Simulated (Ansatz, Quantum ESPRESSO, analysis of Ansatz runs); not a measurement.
## Na2CrO4 (Cmcm), V_Na hop (3.8 Å): attempt frequency at charge −1

Aim: the prefactor of a hop in Na2CrO4 (Cmcm) (V_Na hop (3.8 Å), charge −1) from the modes of the moving atom at the start and at the top of a path found beforehand. Model: a cell of 56 host atoms with 1 Na taken out.

Program: Ansatz 0.2.0. Level of theory: plane-wave PAW DFT, PBEsol; finite-difference force constants of the moving atom alone. Results are calculated unless marked as measured.

## 1. Starting point

The cell holds 55 atoms: 15 Na, 8 Cr and 32 O. Its edges and angles: a = 11.628 Å, b = 9.203 Å, c = 10.917 Å, α = 70.0°, β = 48.1°, γ = 61.9°. It derives from Na2CrO4 (space group Cmcm). Nearest the centre at fractional (0.359, 0.516, 0.734): O53 at 1.66 Å, Na9 at 1.84 Å, O37 at 2.13 Å, O31 at 2.52 Å, O43 at 2.73 Å, Cr21 at 2.87 Å, Cr20 at 2.98 Å, O24 at 3.05 Å. The cell carries charge −1.

The cell's shortest repeat is 9.2 Å.

## 2. Vibrations of the moving atom at the start point

Harmonic transition-state theory takes the prefactor from the modes at the minimum and at the top. Only the moving atom is displaced, by 0.02 Å, which takes six displaced runs and a reference; the host's atoms are held.

Contents of qm1.start.modes/input.yaml:

```yaml
crystal:
  lattice:
    - [0.0, 9.21092277, 7.09648259]
    - [5.85930775, 0.0, 7.09648259]
    - [5.85930775, 9.21092277, 0.0]
  atoms:
    - { symbol: Na, position: [0.03159853, 0.21770801, 0.28299875] }
    - { symbol: Na, position: [0.03262466, 0.21853609, 0.78215528] }
    - { symbol: Na, position: [0.53122268, 0.716627, 0.28353823] }
    - { symbol: Na, position: [0.53186168, 0.71757586, 0.78322775] }
    - { symbol: Na, position: [0.4596492, 0.28993954, 0.22954873] }
    - { symbol: Na, position: [0.96537137, 0.78438963, 0.21588639] }
    - { symbol: Na, position: [0.97984696, 0.76965127, 0.70893275] }
    - { symbol: Na, position: [0.24839028, 0.75378546, 0.24570742] }
    - { symbol: Na, position: [0.25585348, 0.7409926, 0.74826454] }
    - { symbol: Na, position: [0.74547028, 0.25135053, 0.25868144] }
    - { symbol: Na, position: [0.74135756, 0.24746385, 0.75204183] }
    - { symbol: Na, position: [0.00880528, 0.49377231, -0.00450936] }
    - { symbol: Na, position: [-0.0042281, 0.50112595, 0.49822512] }
    - { symbol: Na, position: [0.50192759, 0.00833836, -0.00855754] }
    - { symbol: Na, position: [0.49810963, 0.00387529, 0.50596017] }
    - { symbol: Cr, position: [0.19803442, 0.05137749, 0.44807117] }
    - { symbol: Cr, position: [0.19469974, 0.04926121, 0.95005133] }
    - { symbol: Cr, position: [0.70028652, 0.55507321, 0.44448028] }
    - { symbol: Cr, position: [0.69826018, 0.55139083, 0.94814955] }
    - { symbol: Cr, position: [0.30382062, 0.4457765, 0.0540158] }
    - { symbol: Cr, position: [0.29663684, 0.45280729, 0.54649994] }
    - { symbol: Cr, position: [0.80117834, 0.94836514, 0.05096819] }
    - { symbol: Cr, position: [0.80414047, 0.94523575, 0.55347104] }
    - { symbol: O, position: [0.15913167, 0.40227221, 0.09654891] }
    - { symbol: O, position: [0.1501903, 0.41104433, 0.58935471] }
    - { symbol: O, position: [0.65573723, 0.9062598, 0.09358839] }
    - { symbol: O, position: [0.65824471, 0.90296399, 0.59720419] }
    - { symbol: O, position: [0.14979318, 0.90373181, 0.09563592] }
    - { symbol: O, position: [0.15823623, 0.90473628, 0.59170022] }
    - { symbol: O, position: [0.65536051, 0.40784686, 0.09485363] }
    - { symbol: O, position: [0.66425544, 0.41175265, 0.5878673] }
    - { symbol: O, position: [0.34233606, 0.09357707, 0.40752476] }
    - { symbol: O, position: [0.33896799, 0.08452687, 0.91293907] }
    - { symbol: O, position: [0.84637136, 0.59961194, 0.3988531] }
    - { symbol: O, position: [0.8454908, 0.59061616, 0.90470416] }
    - { symbol: O, position: [0.33935075, 0.59841155, 0.40030585] }
    - { symbol: O, position: [0.34743449, 0.59020881, 0.90809966] }
    - { symbol: O, position: [0.84663863, 0.09074388, 0.40861557] }
    - { symbol: O, position: [0.8438368, 0.09323991, 0.90548075] }
    - { symbol: O, position: [0.02858016, 0.21870502, 0.01203439] }
    - { symbol: O, position: [0.02988042, 0.21735794, 0.51192393] }
    - { symbol: O, position: [0.53268559, 0.71993347, 0.00932795] }
    - { symbol: O, position: [0.53123, 0.72154809, 0.5090445] }
    - { symbol: O, position: [0.46257708, 0.28624767, 0.47778757] }
    - { symbol: O, position: [0.46946531, 0.28005376, 1.00244262] }
    - { symbol: O, position: [0.97149646, 0.77773262, 0.485271] }
    - { symbol: O, position: [0.96812675, 0.78107403, 0.98908595] }
    - { symbol: O, position: [0.26091834, 0.99060917, 0.27999908] }
    - { symbol: O, position: [0.25819585, 0.98798344, 0.78121462] }
    - { symbol: O, position: [0.76141177, 0.49058486, 0.27841879] }
    - { symbol: O, position: [0.75870904, 0.48793179, 0.78264903] }
    - { symbol: O, position: [0.23565985, 0.51419063, 0.22131065] }
    - { symbol: O, position: [0.22829753, 0.52163379, 0.71249148] }
    - { symbol: O, position: [0.7391102, 0.01081852, 0.21791675] }
    - { symbol: O, position: [0.75259553, -0.00289778, 0.71899448] }
  symmetry: { detect: false }
total_charge: -1
basis:
  ecutwfc: 420
  xc_grid: 2
hamiltonian:
  xc: pbesol
kpoints:
  mp_grid: { grid: [1, 1, 1], shift: [0.25, 0.25, 0.25] }
scf:
  occupations: { method: fixed }
  max_iter: 150
phonons:
  supercell: [1, 1, 1]
  displaced_sites: [8]
  amplitude: 0.02
```

Started as:

```bash
> ansatz run input.yaml --threads 16 --pin off --max-ram 26378MiB --backend cpu --events-out ev --progress --plain --runs-dir out
```

Numbers of over 12 decimals in the logs are rounded to 6 here.

What it wrote:

```text
[... repeated set-up lines and file paths are left out, and long positions are rounded to six places ...]
Engine: ansatz 0.2.0, aarch64-unknown-linux-gnu
Pseudopotentials: kind: paw
Pseudopotential: Na, paw, valence charge 9, recommended cutoff 420 eV (normal), Na.paw.azcp
Pseudopotential: Cr, paw, valence charge 14, recommended cutoff 420 eV (normal), Cr.paw.azcp
Pseudopotential: O, paw, valence charge 6, recommended cutoff 420 eV (normal), O.paw.azcp
Functional definition: PBEsol
  exchange = pbesol_x
  correlation = pbesol_c
Crystal: 55 atoms, lattice volume = 765.989 Å³
Basis set: ecut = 420 eV, 15027 PW (Γ), exchange–correlation on 160×128×150 points (8 copies of the dense FFT grid, shifted against one another)
Bands: 275, of which v1, the nominal top of the filled ones, is band 220 counted from 1 (219 counted from 0)
Symmetry: 1 space group operations
k-points: 1
Non-local potential: Na, projectors of the file, l = 0: 3, l = 1: 2, l = 2: 1
Non-local potential: Cr, projectors of the file, l = 0: 3, l = 1: 2, l = 2: 3, l = 3: 1
Non-local potential: O, projectors of the file, l = 0: 2, l = 1: 2, l = 2: 1
PAW form: soft (Blöchl's): semilocal exchange-correlation on the pseudo side does not see the compensation charge
PAW frozen core: Na, regenerated for the run's functional, and the local potential with it (the file was generated under x = pbe(κ = 0.804, μ = 0.219515), c = pbe(β = 0.066725))
PAW frozen core: Cr, regenerated for the run's functional, and the local potential with it (the file was generated under x = pbe(κ = 0.804, μ = 0.219515), c = pbe(β = 0.066725))
PAW frozen core: O, regenerated for the run's functional, and the local potential with it (the file was generated under x = pbe(κ = 0.804, μ = 0.219515), c = pbe(β = 0.066725))
PAW one-centre angular grid: Na, 110 points (default); XC on 64 Gauss nodes
PAW one-centre angular grid: Cr, 590 points (default); XC on 64 Gauss nodes
PAW one-centre angular grid: O, 110 points (default); XC on 64 Gauss nodes
Initial density: superposition of atomic densities (neutral atoms scaled as one to the charged cell's electrons: chi_scale 0, normalization atom), corrected by the library's trained network
Initial wavefunctions: pseudopotential atomic-orbital guess
Functional: x = pbesol(κ = 0.804, μ = 0.123457), c = pbesol(β = 0.046)
SCF iter   1: F=—  HF=-66899.874252 eV  |F-HF|=—  |Δ(HF+E_count)|=         —  Δρ=1.42e-2  dr2=1.11e0  ethr=1.77e-3  ⟨swp⟩=4.0  Hψ=831  notcnv=0  defer=41
preconditioner: auto → Resta (q_TF=auto, 2.487 Å⁻¹)  ε∞=3.9  [insulator: Δε(μ)=2.939 eV  Ē_g=14.735 eV  n_scr=214 (ndim 8)  ℏωp=25.0 eV  f_vac=0.163  ε∞_Penn≈3.9]
SCF iter   2: F=—  HF=-66899.542835 eV  |F-HF|=—  |Δ(HF+E_count)|=   3.31e-1  Δρ=6.04e-3  dr2=2.95e-1  ethr=2.53e-4  ⟨swp⟩=3.0  Hψ=548  notcnv=0  defer=44
SCF iter   3: F=—  HF=-66899.584199 eV  |F-HF|=—  |Δ(HF+E_count)|=   4.14e-2  Δρ=9.26e-3  dr2=7.17e-1  ethr=6.70e-5  ⟨swp⟩=3.0  Hψ=445  notcnv=0  defer=53  recentre
SCF iter   4: F=—  HF=-66899.506997 eV  |F-HF|=—  |Δ(HF+E_count)|=   7.72e-2  Δρ=1.14e-3  dr2=1.16e-2  ethr=6.70e-5  ⟨swp⟩=2.0  Hψ=333  notcnv=0  defer=52
SCF iter   5: F=—  HF=-66899.509047 eV  |F-HF|=—  |Δ(HF+E_count)|=   2.05e-3  Δρ=1.10e-3  dr2=1.03e-2  ethr=2.64e-6  ⟨swp⟩=2.0  Hψ=356  notcnv=0  defer=53
SCF iter   6: F=—  HF=-66899.508006 eV  |F-HF|=—  |Δ(HF+E_count)|=   1.04e-3  Δρ=2.88e-4  dr2=6.65e-4  ethr=2.35e-6  ⟨swp⟩=2.0  Hψ=337  notcnv=0  defer=53
SCF iter   7: F=—  HF=-66899.508180 eV  |F-HF|=—  |Δ(HF+E_count)|=   1.75e-4  Δρ=2.88e-4  dr2=7.42e-4  ethr=1.51e-7  ⟨swp⟩=2.0  Hψ=344  notcnv=0  defer=46
SCF iter   8: F=—  HF=-66899.508135 eV  |F-HF|=—  |Δ(HF+E_count)|=   4.56e-5  Δρ=1.73e-4  dr2=2.73e-4  ethr=1.51e-7  ⟨swp⟩=2.0  Hψ=330  notcnv=0  defer=46
SCF iter   9: F=—  HF=-66899.508112 eV  |F-HF|=—  |Δ(HF+E_count)|=   2.26e-5  Δρ=8.44e-5  dr2=7.24e-5  ethr=6.20e-8  ⟨swp⟩=2.0  Hψ=275  notcnv=0  defer=41
SCF iter  10: F=—  HF=-66899.508310 eV  |F-HF|=—  |Δ(HF+E_count)|=   1.98e-4  Δρ=3.11e-5  dr2=1.11e-5  ethr=1.64e-8  ⟨swp⟩=2.0  Hψ=329  notcnv=0  defer=41
[...]
SCF 1 converged in 18 iterations: F = -66899.508535 eV  dr2 = 8.65e-10
  greatest PAW one-centre occupation: 1.000 electrons in one spin orbital (limit 2), on the Cr atom at site 20 (counted from 0), in its partial waves of l = 0
Initial density: handed on by an earlier stage of this run
Initial wavefunctions: those handed on with the density
[...]
SCF 2 converged in 15 iterations: F = -66899.508036 eV  dr2 = 1.13e-11
[...]
SCF 3 converged in 10 iterations: F = -66899.508182 eV  dr2 = 1.58e-11
[...]
SCF 4 converged in 15 iterations: F = -66899.507816 eV  dr2 = 1.73e-11
[...]
SCF 5 converged in 9 iterations: F = -66899.507946 eV  dr2 = 6.17e-11
[...]
SCF 6 converged in 15 iterations: F = -66899.507865 eV  dr2 = 3.94e-11
iter 1 solved again at ethr=6.63e-10 eV; its pass at ethr=3.10e-3 eV (dr2=2.92e-6 eV) is discarded
SCF iter   1: F=—  HF=-66899.507936 eV  |F-HF|=—  |Δ(HF+E_count)|=         —  Δρ=5.43e-5  dr2=5.54e-6  ethr=6.63e-10  ⟨swp⟩=3.0  Hψ=926  notcnv=0  defer=15
SCF iter   2: F=—  HF=-66899.508026 eV  |F-HF|=—  |Δ(HF+E_count)|=   9.00e-5  Δρ=2.78e-5  dr2=1.65e-6  ethr=6.63e-10  ⟨swp⟩=2.0  Hψ=436  notcnv=0  defer=15
SCF iter   3: F=—  HF=-66899.508027 eV  |F-HF|=—  |Δ(HF+E_count)|=   9.05e-7  Δρ=1.87e-5  dr2=2.30e-6  ethr=3.74e-10  ⟨swp⟩=2.0  Hψ=434  notcnv=0  defer=15
SCF iter   4: F=—  HF=-66899.508027 eV  |F-HF|=—  |Δ(HF+E_count)|=   5.99e-8  Δρ=9.75e-6  dr2=7.73e-7  ethr=3.74e-10  ⟨swp⟩=2.0  Hψ=408  notcnv=0  defer=15
SCF iter   5: F=—  HF=-66899.508027 eV  |F-HF|=—  |Δ(HF+E_count)|=   7.67e-8  Δρ=1.88e-6  dr2=2.43e-8  ethr=1.76e-10  ⟨swp⟩=2.0  Hψ=327  notcnv=0  defer=15
SCF iter   6: F=—  HF=-66899.508027 eV  |F-HF|=—  |Δ(HF+E_count)|=   3.25e-9  Δρ=8.19e-7  dr2=4.44e-9  ethr=5.51e-12  ⟨swp⟩=2.0  Hψ=435  notcnv=0  defer=15
SCF iter   7: F=—  HF=-66899.508027 eV  |F-HF|=—  |Δ(HF+E_count)|=   1.03e-9  Δρ=7.02e-7  dr2=3.71e-9  ethr=1.01e-12  ⟨swp⟩=2.0  Hψ=435  notcnv=0  defer=15
SCF iter   8: F=—  HF=-66899.508027 eV  |F-HF|=—  |Δ(HF+E_count)|=  2.91e-10  Δρ=4.07e-7  dr2=1.42e-9  ethr=1.00e-12  ⟨swp⟩=2.0  Hψ=327  notcnv=0  defer=15
SCF iter   9: F=-66899.508027 eV  HF=-66899.508027 eV  |F-HF|=8.73e-11  |Δ(HF+E_count)|=  1.31e-10  Δρ=1.06e-7  dr2=6.52e-11  ethr=1.00e-12  ⟨swp⟩=3.0  Hψ=781  notcnv=0
SCF 7 converged in 9 iterations: F = -66899.508027 eV  dr2 = 6.52e-11
SCF converged after 18 iterations
Free energy (F): -66899.508535 eV
Harris-Foulkes:  -66899.508535 eV  (|F-HF|=8.73e-11)
Internal energy: -66899.508535 eV  (E = F + TS)
E sigma→0 (E₀):  -66899.508535 eV
Fermi energy:    2.691512 eV
--- Per-component energies (eV) ---
  E_band       = -6755.150058
  E_kinetic    = 10110.578141
  E_local      = -50483.127327  (includes V_loc(G=0)·N_el)
  E_nonlocal   = 3905.811928
  E_hartree    = 19224.936502
  E_xc         = -4009.365008
  E_vxc        = -5145.744212  (∫ρ·V_xc dr)
  E_paw        = -17983.372030  (= ΣΔE_a)
  E_vpaw       = -3592.623870  (= ΣTr[D̂ρ^β])
  E_aug_tail   = 0.080350  (compensation charges beyond the density's cutoff)
  E_ewald      = -27668.280706
  E_core_change = 3.229616  (= ΣΔE_core)
  E_smearing   = -0.000000  (= −TS)
  E_closure    = 0.000000  (closes the sum)
  E_deformation_potential = -12.101720  (in the stress; not in F)
  Σ components = -66899.508535   (vs F -66899.508535, Δ=0.00e0)
--- Forces (eV/Å), atoms counted from 1 ---
  atom   1  Na    -0.00084736     0.00839218     0.00068317
  atom   2  Na    -0.00098046    -0.00353274     0.00374782
  [... 6 atoms left out ...]
  atom   9  Na    -0.00365435    -0.00318038    -0.00403153
  [... 2 atoms left out ...]
  atom  12  Na    -0.00365214    -0.00325126     0.00284635
  [... 5 atoms left out ...]
  atom  18  Cr     0.00195157    -0.00854303    -0.01292261
  [... 1 atom left out ...]
  atom  20  Cr     0.00100453     0.00967571    -0.00030133
  atom  21  Cr    -0.00483137     0.00790984    -0.00006034
  [... 2 atoms left out ...]
  atom  24  O     -0.00154960    -0.00095964    -0.00133901
  [... 6 atoms left out ...]
  atom  31  O     -0.00203976    -0.00122660     0.00347664
  [... 5 atoms left out ...]
  atom  37  O     -0.00083852    -0.00227817     0.00079103
  [... 5 atoms left out ...]
  atom  43  O     -0.00176555     0.00488986     0.00103475
  [... 9 atoms left out ...]
  atom  53  O      0.00737279    -0.00409470     0.00262127
  [... 2 atoms left out ...]
  max |Σ_I F_I| component: 2.77e-6 eV/Å
--- Band table (eV) ---
  k-point 0: bands = ["-68.9299", "-68.9295", "-68.9066", "-68.8127", [... 267 left out ...] "12.1041", "12.1403", "12.2475", "12.2957"]
--- Phonons: 6 displaced members + reference (amplitude 0.02 Å, Σ member SCF iterations 73) ---
  symmetry images taken by strict's conditions (phonons.symmetry_images: auto; settled by no image being taken that strict refuses)
  force constants formed among 1 of 55 sites (Na 8); the other 54 at rest. The modes move the named sites alone.
  the frequencies, the zero-point energy and the sums are of the block with the acoustic sum rule laid on its rows. Row sums over every site: 7.8e-5 eV/Å² at the most
  transpose residual: 1.1e-3 eV/Å²
  largest component of a force at the reference: 4.0e-3 eV/Å on a named site, 1.3e-2 eV/Å on a site at rest
  frequencies among the named sites at Γ of the cell (cm⁻¹): 157.50 181.40 202.58
  unstable modes among the named sites: 0
  frequencies as built, with no sum rule (cm⁻¹): 157.50 181.40 202.58
  zero-point energy: 0.033567 eV/cell   skipped modes (ω ≤ 0): 0
  not written: the harmonic force-constant file, the file of eigenvectors (these modes' are written with the force constants), the density of states and the dispersion, which are of every site
```

Elapsed: 57 s, on 16 threads of Arm Neoverse N1, shared host; peak memory 1.6 GiB.

This step gave:

* free energy: -66899.5085 eV
* frequencies of moving atom: 157.5, 181.4, 202.6 cm⁻¹ (negative: imaginary)

The three modes are 157, 181 and 203 cm⁻¹: all real, a minimum for this atom with the others held.

[end of part 1 of 2]

[Logs are printed without paths, hosts, clocks, repeated set-up lines and the standing remarks that a program may print on its own settings, such as how far it seeks lower states.]

[Hosts, paths, dates, database ids (printed as entryN), source tags and the programs' standing remarks are cut or masked in the printed files.]
